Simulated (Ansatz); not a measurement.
# KRbPdC2 (built on the sites of a database entry of Rb2PdC2): from the cell to its phonons

How does KRbPdC2 (built on the sites of a database entry of Rb2PdC2) vibrate, and is this structure a minimum?

Calculated with Ansatz 0.2.0; DFT PBEsol, scalar-relativistic, plane waves, PAW.

The structure was built from a prototype and need not be the compound's stable phase.

## Step 1: The structure

It takes space group P3m1 (No. 156, trigonal). The conventional cell has a = 5.222 Å, b = 5.222 Å, c = 5.155 Å, α = 90.00°, β = 90.00°, γ = 120.00°. Nearest to Rb lie 6 C at 3.06 to 3.49 Å and 3 Pd at 3.34 Å. Nearest to K lie 6 C at 3.06 to 3.49 Å and 3 Pd at 3.34 Å. Nearest to Pd lie 4 C at 1.96 to 3.19 Å and 3 Rb at 3.34 Å and 3 K at 3.34 Å. C has 1 C at 1.23 Å and 2 Pd at 1.96 to 3.19 Å and 3 Rb at 3.06 Å and 3 K at 3.49 Å nearest. C has 1 C at 1.23 Å and 2 Pd at 1.96 to 3.19 Å and 3 K at 3.06 Å and 3 Rb at 3.49 Å nearest. Farther neighbours are not listed.

Coordinates:

```cif
data_structure
_symmetry_space_group_name_H-M 'P 1'
_symmetry_Int_Tables_number 1
_cell_length_a 5.2222
_cell_length_b 5.2222
_cell_length_c 5.1547
_cell_angle_alpha 90.000
_cell_angle_beta 90.000
_cell_angle_gamma 120.000
_cell_volume 121.74
loop_
_atom_site_label
_atom_site_type_symbol
_atom_site_fract_x
_atom_site_fract_y
_atom_site_fract_z
_atom_site_occupancy
Rb1 Rb 0.33333 0.66667 0.27750 1
K2 K 0.66667 0.33333 0.72250 1
Pd3 Pd 0.00000 0.00000 0.00000 1
C4 C 0.00000 0.00000 0.38090 1
C5 C 0.00000 0.00000 0.61910 1
```

## Step 2: Rough relaxation

A rough relaxation comes first, because large forces or stress need no tight tolerances yet.

Input file input.yaml:

```yaml
crystal:
  lattice:
    - [5.22224, 0.0, 0.0]
    - [-2.61112, 4.52259, 0.0]
    - [0.0, 0.0, 5.1547]
  atoms:
    - { symbol: Rb, position: [0.3333333333, 0.6666666667, 0.2775] }
    - { symbol: K, position: [0.6666666667, 0.3333333333, 0.7225] }
    - { symbol: Pd, position: [0.0, 0.0, 0.0] }
    - { symbol: C, position: [0.0, 0.0, 0.3809] }
    - { symbol: C, position: [0.0, 0.0, 0.6191] }
kpoints:
  mp_grid: { grid: [6, 6, 4] }
hamiltonian:
  xc: pbesol
scf:
  occupations: { method: gaussian, width: 0.1 }
output:
  forces: true
  stress: true
  eigenvalues: true
relax:
  adjacent_minimum: "off"
  f_tol: 0.05
  max_steps: 80
  cell: { stress_tol: 0.5 }
```

Command:

```
$ ansatz run input.yaml --threads 8 --pin off --max-ram 14336MiB --backend cpu --events-out ev --progress --plain --runs-dir out
```

Numbers of over 12 decimals in the logs are rounded to 6 here.

Output:

```text
The last accepted step is kept in <dir> (removed where the run ends without a failure and the disk answers)
Engine: ansatz 0.2.0, aarch64-unknown-linux-gnu
Pseudopotentials: kind: paw
Pseudopotential: Rb, paw, valence charge 9, recommended cutoff 420 eV (normal), Rb.paw.azcp
Pseudopotential: K, paw, valence charge 9, recommended cutoff 420 eV (normal), K.paw.azcp
[...]
- [5.214324, 0, 8.349846372476055e-18]
    - [-2.607162, 4.515737, -4.174923186238026e-18]
    - [8.241858860272598e-18, 0, 5.236749]
  atoms:
    - { symbol: Rb, position: [0.333333, 0.666667, 0.280311] }
    - { symbol: K, position: [0.666667, 0.333333, 0.722402] }
    - { symbol: Pd, position: [-1.6198051517665029e-19, 0, -0.00147811] }
    - { symbol: C, position: [-2.898600237300705e-19, 0, 0.378255] }
    - { symbol: C, position: [1.5453210010880352e-19, 0, 0.620510] }
[key lines of the parts left out:]
SCF converged after 4 iterations
Free energy (F): -12132.674633 eV
Fermi energy:    5.997398 eV
P = ⅓ Tr σ = 0.0526 GPa (0.526 kbar)
```

It took 4.7 s on 8 threads of Arm Neoverse V2, shared host; peak memory 0.51 GiB.

The steps of the relaxation:

```tsv
step	energy less that of the first step (eV)	largest force component (eV/Å)	pressure (GPa)	volume (Å³)
1	0.0000	3.0558	2.65	121.74
2	-0.0764	0.4162	0.43	122.92
3	-0.0781	0.0373	0.05	123.31
4*	-0.0791	0.0358	0.05	123.31
```

Relaxation steps marked * repeat the geometry before them on a plane-wave basis chosen anew for their cell, so energy and pressure can jump there.

The run keeps the 6 symmetry operations that it works with, so distortions that break them were not tested.

```tsv
conventional cell, symmetrised	before	after	change
a (Å)	5.222	5.214	-0.2 %
b (Å)	5.222	5.214	-0.2 %
c (Å)	5.155	5.237	+1.6 %
volume (Å³/atom)	24.35	24.66	+1.3 %
```

The atoms that moved most (Å, as changes of fractional coordinates times the final cell):

```tsv
atom	dx	dy	dz	length
Rb1	0.000	0.000	0.015	0.015
C4	0.000	0.000	-0.014	0.014
Pd3	0.000	0.000	-0.008	0.008
C5	0.000	0.000	0.007	0.007
```

The relaxed structure:

```cif
data_structure
_symmetry_space_group_name_H-M 'P 1'
_symmetry_Int_Tables_number 1
_cell_length_a 5.2143
_cell_length_b 5.2143
_cell_length_c 5.2367
_cell_angle_alpha 90.000
_cell_angle_beta 90.000
_cell_angle_gamma 120.000
_cell_volume 123.31
loop_
_atom_site_label
_atom_site_type_symbol
_atom_site_fract_x
_atom_site_fract_y
_atom_site_fract_z
_atom_site_occupancy
Rb1 Rb 0.33333 0.66667 0.28031 1
K2 K 0.66667 0.33333 0.72240 1
Pd3 Pd 0.00000 0.00000 0.99852 1
C4 C 0.00000 0.00000 0.37825 1
C5 C 0.00000 0.00000 0.62051 1
```

A gap read on the k-mesh alone can miss the band edges.

This step gave:

| Quantity | Value |
| --- | --- |
| pressure | 0.05263 GPa |
| gap on the k-mesh | 1.435 eV |
| volume per atom | 24.66 Å³ |
| direct gap on mesh | 1.450 eV |

In this step the volume went from 24.35 to 24.66 Å³/atom.

## Step 3: Relaxation

The cell and atoms are relaxed, since residual forces and stress would shift the frequencies.

Input file input.yaml:

```yaml
crystal:
  lattice:
    - [5.2143235235, 0.0, 0.0]
    - [-2.6071617617, 4.5157366349, 0.0]
    - [0.0, 0.0, 5.2367487313]
  atoms:
    - { symbol: Rb, position: [0.3333333333, 0.6666666667, 0.2803107621] }
    - { symbol: K, position: [0.6666666667, 0.3333333333, 0.7224022411] }
    - { symbol: Pd, position: [0.0, 0.0, -0.0014781069] }
    - { symbol: C, position: [0.0, 0.0, 0.3782549651] }
    - { symbol: C, position: [0.0, 0.0, 0.6205101386] }
kpoints:
  mp_grid: { grid: [6, 6, 4] }
hamiltonian:
  xc: pbesol
scf:
  occupations: { method: gaussian, width: 0.02 }
output:
  forces: true
  stress: true
  eigenvalues: true
relax:
  adjacent_minimum: "off"
  f_tol: 0.005
  max_steps: 80
  cell: { stress_tol: 0.05 }
```

Output:

```text
[...]
Crystal: 5 atoms, lattice volume = 123.307 Å³
Basis set: ecut = 420 eV, 2411 PW (Γ), exchange–correlation on 72×72×72 points (8 copies of the dense FFT grid, shifted against one another)
Bands: 27, of which v1, the nominal top of the filled ones, is band 22 counted from 1 (21 counted from 0)
Symmetry: 6 space group operations
[...]
k-points: 24 of 144 (time reversal used)
[...]
cell:  # Å, volume = 123.3891 Å³
    - [5.214891, -2.887062460222912e-11, -1.1866636358894162e-19]
    - [-2.607446, 4.516228, 0]
    - [-1.1917671125987951e-19, -1.1286816433969098e-19, 5.239086]
  atoms:
    - { symbol: Rb, position: [0.333333, 0.666667, 0.280335] }
    - { symbol: K, position: [0.666667, 0.333333, 0.723213] }
    - { symbol: Pd, position: [0, 0, -0.00191516] }
    - { symbol: C, position: [0, 0, 0.378062] }
    - { symbol: C, position: [0, 0, 0.620305] }
[key lines of the parts left out:]
SCF converged after 7 iterations
Free energy (F): -12132.674695 eV
Fermi energy:    5.985662 eV
P = ⅓ Tr σ = -0.0015 GPa (-0.015 kbar)
```

It took 4.7 s on 8 threads; peak memory 0.53 GiB.

Little changed from the start: no atom moved by 0.005 Å and no cell edge by 0.1 %.

Numbers from this step:

```
pressure           : -0.001471 GPa
gap on the k-mesh  : 1.436 eV
volume per atom    : 24.68 Å³
direct gap on mesh : 1.452 eV
```

In this step the volume went from 24.66 to 24.68 Å³/atom.

## Step 4: Tight relaxation

Phonons need a cell at rest on their own settings, so the relaxation is repeated with tight tolerances on forces and stress on the k mesh and occupations of the first response run.

Input file input.yaml:

```yaml
crystal:
  lattice:
    - [5.2148911335, 0.0, 0.0]
    - [-2.6074455667, 4.5162281996, 0.0]
    - [0.0, 0.0, 5.2390860455]
  atoms:
    - { symbol: Rb, position: [0.3333333333, 0.6666666667, 0.280335479] }
    - { symbol: K, position: [0.6666666667, 0.3333333333, 0.7232125682] }
    - { symbol: Pd, position: [0.0, 0.0, -0.0019151636] }
    - { symbol: C, position: [0.0, 0.0, 0.3780622172] }
    - { symbol: C, position: [0.0, 0.0, 0.6203048992] }
kpoints:
  mp_grid: { grid: [6, 6, 4] }
hamiltonian:
  xc: pbesol
scf:
  occupations: { method: fixed }
output:
  forces: true
  stress: true
  eigenvalues: true
relax:
  adjacent_minimum: "off"
  f_tol: 0.001
  max_steps: 60
  cell: { stress_tol: 0.01 }
```

Output:

```text
[...]
Crystal: 5 atoms, lattice volume = 123.389 Å³
Basis set: ecut = 420 eV, 2411 PW (Γ), exchange–correlation on 72×72×72 points (8 copies of the dense FFT grid, shifted against one another)
Bands: 27, of which v1, the nominal top of the filled ones, is band 22 counted from 1 (21 counted from 0)
Symmetry: 6 space group operations
[...]
k-points: 24 of 144 (time reversal used)
[...]
cell:  # Å, volume = 123.3863 Å³
    - [5.214847, -2.8867244771737867e-11, 0]
    - [-2.607424, 4.516190, 0]
    - [0, 0, 5.239056]
  atoms:
    - { symbol: Rb, position: [0.333333, 0.666667, 0.280438] }
    - { symbol: K, position: [0.666667, 0.333333, 0.723237] }
    - { symbol: Pd, position: [0, 0, -0.00195774] }
    - { symbol: C, position: [0, 0, 0.378021] }
    - { symbol: C, position: [0, 0, 0.620261] }
[key lines of the parts left out:]
SCF converged after 9 iterations
Free energy (F): -12132.674697 eV
Fermi energy:    5.267888 eV
P = ⅓ Tr σ = -0.0003 GPa (-0.003 kbar)
```

The job ended after 3.9 s (8 threads; peak memory 0.52 GiB).

Little changed from the start: no atom moved by 0.005 Å and no cell edge by 0.1 %.

Numbers from this step:

```yaml
pressure: -3.04e-4 GPa
```

The largest force component left is 0.39 meV/Å and the pressure is 0.000 GPa, within the tolerances set. The cell now holds 24.68 Å³/atom.

## Step 5: Linear response at the zone centre

The zone centre comes first: it holds the modes that light can see, as far as symmetry allows. The response to a homogeneous field gives the Born charges and the dielectric tensor.

Input file input.yaml:

```yaml
crystal:
  lattice:
    - [5.2148474285, 0.0, 0.0]
    - [-2.6074237142, 4.5161903499, 0.0]
    - [0.0, 0.0, 5.2390560334]
  atoms:
    - { symbol: Rb, position: [0.3333333333, 0.6666666667, 0.2804376921] }
    - { symbol: K, position: [0.6666666667, 0.3333333333, 0.7232373603] }
    - { symbol: Pd, position: [0.0, 0.0, -0.001957735] }
    - { symbol: C, position: [0.0, 0.0, 0.3780212661] }
    - { symbol: C, position: [0.0, 0.0, 0.6202614166] }
kpoints:
  mp_grid: { grid: [6, 6, 4] }
hamiltonian:
  xc: pbesol
scf:
  occupations: { method: fixed }
output:
  eigenvalues: true
phonons:
  method: dfpt
  dielectric: true
  rigid_motions: translations
```

Output:

```text
[...]
Crystal: 5 atoms, lattice volume = 123.386 Å³
Basis set: ecut = 420 eV, 2411 PW (Γ), exchange–correlation on 72×72×72 points (8 copies of the dense FFT grid, shifted against one another)
Bands: 27, of which v1, the nominal top of the filled ones, is band 22 counted from 1 (21 counted from 0)
Symmetry: 6 space group operations
k-points: 47 of 144 (irreducible under 2 space group operations, time reversal used)
[...]
SCF iter   1: F=—  HF=-12132.686981 eV  |F-HF|=—  |Δ(HF+E_count)|=         —  Δρ=5.52e-3  dr2=5.73e-2  ethr=1.77e-3  ⟨swp⟩=4.8  Hψ=4824  notcnv=0  defer=141
[...]
SCF iter  11: F=-12132.674697 eV  HF=-12132.674697 eV  |F-HF|=5.82e-11  |Δ(HF+E_count)|=  5.84e-10  Δρ=1.98e-7  dr2=7.43e-11  ethr=1.00e-12  ⟨swp⟩=13.9  Hψ=9234  notcnv=0
SCF 1 converged in 11 iterations: F = -12132.674697 eV  dr2 = 7.43e-11
[...]
DFPT response loops at Γ: preconditioner auto → Resta (q_TF=auto, 2.298 Å⁻¹)  ε∞=6.5 (no band partly filled); β = 1.00, the filter's whole step (`scf.mixing.beta` (0.50) is not read by the response loops at its default; to damp them type it under 1.00, their step now; it binds the ground state too); Broyden in place of MSR1
── the response to a field inside a basis, on 14×14×12 k-points: an SCF that follows is theirs, and a resumed run solves both again ──
Bands: 23, of which v1, the nominal top of the filled ones, is band 22 counted from 1 (21 counted from 0)
k-points: 630 of 2352 (irreducible under 2 space group operations, time reversal used)
[...]
Eigensolver: Dense (630 Hₖ)
SCF iter   1: F=—  HF=-12132.676738 eV  |F-HF|=—  |Δ(HF+E_count)|=         —  Δρ=5.51e-4  dr2=4.14e-4  ethr=1.00e-1
[...]
SCF iter   5: F=-12132.676666 eV  HF=-12132.676666 eV  |F-HF|=3.22e-8  |Δ(HF+E_count)|=   5.77e-8  Δρ=4.38e-6  dr2=3.73e-8  ethr=9.31e-10
SCF 1 converged in 5 iterations: F = -12132.676666 eV  dr2 = 3.73e-8
[...]
WARN: field response: inside a basis, on 14×14×12 points, no mesh in reach settles it: take ε∞, Z* and everything formed from them with what they may err, as stated (eps_inf_uncertainty, zstar_uncertainty_e), and compare with field_mesh: kpoints on a denser kpoints.mp_grid
WARN: field response: ε∞ stands inside a basis, on 14×14×12 points; the force constants stand on the 6×6×4 k-mesh, whose period is 9.33 times the interband length at k = (0.0000, -0.5000, -0.5000), direct gap 1.452 eV, under 14: take them and everything formed from them as unconverged, and compare with a denser kpoints.mp_grid
SCF converged after 11 iterations
Free energy (F): -12132.674697 eV
[...]
Internal energy: -12132.674697 eV  (E = F + TS)
E sigma→0 (E₀):  -12132.674697 eV
Fermi energy:    5.267887 eV
[...]
--- Band table (eV; the first three rows and the last of 47) ---
  k-point 0: bands = [... 18 lower, 3.2887, 3.7775, 4.0978, 4.0978, 9.2340, 9.3511, 10.4122, 10.4122, ... 1 higher]
  k-point 1: bands = [... 18 lower, 4.0846, 4.0846, 4.3617, 4.3617, 8.7834, 8.7834, 9.0360, 9.9037, ... 1 higher]
  k-point 2: bands = [... 18 lower, 4.0845, 4.0845, 5.2679, 5.2679, 7.7088, 7.7088, 8.9822, 9.8881, ... 1 higher]
  k-point 46: bands = [... 18 lower, 4.1005, 4.2642, 4.3904, 4.6509, 7.5782, 8.4585, 9.2797, 10.1562, ... 1 higher]
--- Phonons (Γ-DFPT): 10 representative perturbations + reference, on 47 of 144 k-points (Σ response iterations 33) ---
  k mesh reduced under 2 symmetry operations, with k and −k counted as one. Each operation leaves every solved perturbation unchanged. A smaller set is not considered because the run solves the response to a homogeneous field
  ASR residual: 2.073e-4 → 0.000e0 eV/Å²; symmetrization residual: 4.809e-6 eV/Å²
  ASR residual per site (eV/Å²): 7.40e-5 1.20e-5 2.07e-4 2.00e-4 1.45e-4
  Γ frequencies (cm⁻¹): 0.00 0.00 0.00 43.02 82.98 98.36 98.36 113.08 113.08 301.02 301.02 352.50 352.50 528.07 1842.70
  ε∞ (high-frequency dielectric tensor):
        3.613367    -0.000000     0.000000
       -0.000000     3.613367     0.000000
        0.000000     0.000000     8.847794
  ε⁰ (static dielectric tensor: ions relaxed, cell fixed):
        6.377527     0.000000     0.000000
        0.000000     6.377527     0.000000
        0.000000     0.000000    21.338095
  ε⁰ − ε∞ (ionic part):
        2.764160     0.000000     0.000000
        0.000000     2.764160     0.000000
        0.000000     0.000000    12.490301
  softest optical mode at Γ: 43.02 cm⁻¹; the repairs (sum rule, projections) moved no ω² at Γ by more than (2.48 cm⁻¹)²
  Born effective charges Z* (e; rows j = field, columns β = displacement):
    site 0:
         1.18328   -0.00000    0.00000
         0.00000    1.18328    0.00000
         0.00000    0.00000    0.96138
    site 1:
         1.21286   -0.00000    0.00000
        -0.00000    1.21286    0.00000
         0.00000    0.00000    0.99672
    site 2:
        -0.98138    0.00000    0.00000
         0.00000   -0.98138   -0.00000
         0.00000    0.00000   -2.72540
    site 3:
        -0.71693    0.00000   -0.00000
         0.00000   -0.71693   -0.00000
        -0.00000   -0.00000    0.47699
    site 4:
        -0.69783   -0.00000   -0.00000
        -0.00000   -0.69783   -0.00000
        -0.00000   -0.00000    0.29031
  Z* charge neutrality: 4.221e-3 e pre-enforcement
  solved inside a basis spanned on kpoints, on 14×14×12 k-points, which do not settle them: ε∞ is read to err by 7.2e-2, Z* by 2.8e-2 e (field_mesh: kpoints solves on kpoints); Z* is corrected for what the basis lacks
  optical modes at Γ without the LO–TO term, one row a degenerate level:
      ω (cm⁻¹)  modes    IR ((D/Å)²/amu)
         43.02      1             1.2675
         82.98      1             0.2213
         98.36      2             0.4039
        113.08      2             3.1006
        301.02      2             3.1603
        352.50      2             0.0900
        528.07      1             1.5238
       1842.70      1             0.0323
  optical modes at Γ + LO–TO along q̂ = [1.0000, 0.0000, 0.0000]:
      ω (cm⁻¹)  modes    IR ((D/Å)²/amu)
         43.02      1             1.2675
         82.98      1             0.2213
         98.36      1             0.2020
         99.68      1             0.0139
        113.08      1             1.5503
        141.72      1             1.3958
        301.02      1             1.5802
        314.49      1             1.8769
[...]
optical modes at Γ + LO–TO along q̂ = [0.0000, 1.0000, 0.0000]:
      ω (cm⁻¹)  modes    IR ((D/Å)²/amu)
[...]
352.50      1             0.0450
        352.94      1             0.0909
        528.07      1             1.5238
       1842.70      1             0.0323
  optical modes at Γ + LO–TO along q̂ = [0.0000, 0.0000, 1.0000]:
      ω (cm⁻¹)  modes    IR ((D/Å)²/amu)
         63.13      1             0.8606
         87.34      1             0.5960
         98.36      2             0.4039
        113.08      2             3.1006
        301.02      2             3.1603
        352.50      2             0.0900
        530.91      1             1.5558
       1842.72      1             0.0324
```

Elapsed: 1.8 min, on 8 threads; peak memory 4.1 GiB; 13 min of CPU time.

This step gave:

* sum-rule residual before enforcement: 2.07e-4 eV/Å²
* miss of the charge sum rule: 0.004221 e
* estimated error of the dielectric tensor: 0.07226
* estimated error of the Born charges: 0.02816 e
* point group: 3m
* highest optical mode at the zone centre (no LO-TO term): 1843 cm⁻¹
* lowest optical zone-centre mode: 43.02 cm⁻¹
* mean high-frequency dielectric constant: 5.358
* largest Born charge (third of the trace): -1.563 e
* mean static dielectric constant: 11.36
* top of the zone-centre spectrum with the field: 1843 cm⁻¹

Without the LO-TO term. Patterns of degenerate modes are one choice out of their space. Modes at Γ, with each element's share of the kinetic energy:

```tsv
mode	frequency (cm⁻¹)	symmetry	Rb %	K %	Pd %	C %
1	0.0	acoustic	34	15	42	9
2	0.0	acoustic	34	15	42	9
3	0.0	acoustic	34	15	42	9
4	43.0	A1	42	10	39	9
5	83.0	A1	25	75	0	0
6	98.4	E	64	16	18	2
7	98.4	E	64	16	18	2
8	113.1	E	1	67	30	1
9	113.1	E	1	67	30	1
10	301.0	E	1	1	10	88
11	301.0	E	1	1	10	88
12	352.5	E	1	0	0	99
13	352.5	E	1	0	0	99
14	528.1	A1	0	0	19	81
15	1842.7	A1	0	0	0	100
```

Displacements in mode 4 (43.0 cm⁻¹), the largest set to 1:
```
Rb1  0.00  0.00  1.00
K2   0.00  0.00  0.72
Pd3  0.00  0.00 -0.87
C4   0.00  0.00 -0.89
C5   0.00  0.00 -0.89
```

Displacements in mode 9 (113.1 cm⁻¹), the largest set to 1:
```
Rb1  0.00  0.10  0.00
K2   0.01  1.00  0.00
Pd3  0.00 -0.40  0.00
C4   0.00 -0.24  0.00
C5   0.00 -0.12  0.00
```

High-frequency dielectric tensor, which the program warns is not settled by the k meshes in reach. Tensor:

```tsv
	x	y	z
x	3.613	0	0
y	0	3.613	0
z	0	0	8.848
```

Static dielectric tensor, which the program warns is not settled by the k meshes in reach. Tensor:

```tsv
	x	y	z
x	6.378	0	0
y	0	6.378	0
z	0	0	21.34
```

Optical modes at the zone centre, without and with the macroscopic field of the longitudinal modes; each column is sorted by frequency, so a row need not hold one and the same mode. Modes with and without the field, by row:

```tsv
rank among optical modes	no field (cm⁻¹)	q along (1, 0, 0) (cm⁻¹)	q along (0, 0, 1) (cm⁻¹)
1	43	43	63.1
2	83	83	87.3
3	98.4	98.4	98.4
4	98.4	99.7	98.4
5	113.1	113.1	113.1
6	113.1	141.7	113.1
7	301	301	301
8	301	314.5	301
9	352.5	352.5	352.5
10	352.5	352.9	352.5
11	528.1	528.1	530.9
12	1843	1843	1843
```

Born charge (rows field, columns displacement) (e), principal values of the symmetric part by kind of site:

```tsv
atom	atoms with these values	low	middle	high	mean
Rb1	1	0.96	1.18	1.18	1.11
K2	1	1.00	1.21	1.21	1.14
Pd3	1	-2.73	-0.98	-0.98	-1.56
C4	1	-0.72	-0.72	0.48	-0.32
C5	1	-0.70	-0.70	0.29	-0.37
```

In full for Pd3:

```
-0.98  0.00  0.00
 0.00 -0.98  0.00
 0.00  0.00 -2.73
```

Transverse modes. Infrared lines, with heights relative to the strongest:

```tsv
position (cm⁻¹)	label	relative intensity
43	A1	40
83	A1	7.0
98	E	13
113	E	98
301	E	100
352	E	2.8
528	A1	48
1843	A1	1.0
```

Before it was imposed, the acoustic sum rule was missed by 2.1e-4 eV/Å² and the charge sum rule by 0.0042 e. Small misses are needed for a sound result but don't prove that mesh and cutoff are converged. The lowest optical mode is real, 43.0 cm⁻¹.

The log warns of the k mesh: “the force constants stand on the 6×6×4 k-mesh, whose period is 9.33 times the interband length at k = (0.0000, -0.5000, -0.5000), direct gap 1.452 eV, under 14: take them and everything formed from them as unconverged”.

(Part 1 of 2 ends here.)

[Logs are printed without paths, hosts, clocks, repeated set-up lines and the standing remarks that a program may print on its own settings, such as how far it seeks lower states.]

[Hosts, paths, dates, database ids (printed as entryN), source tags and the programs' standing remarks are cut or masked in the printed files.]
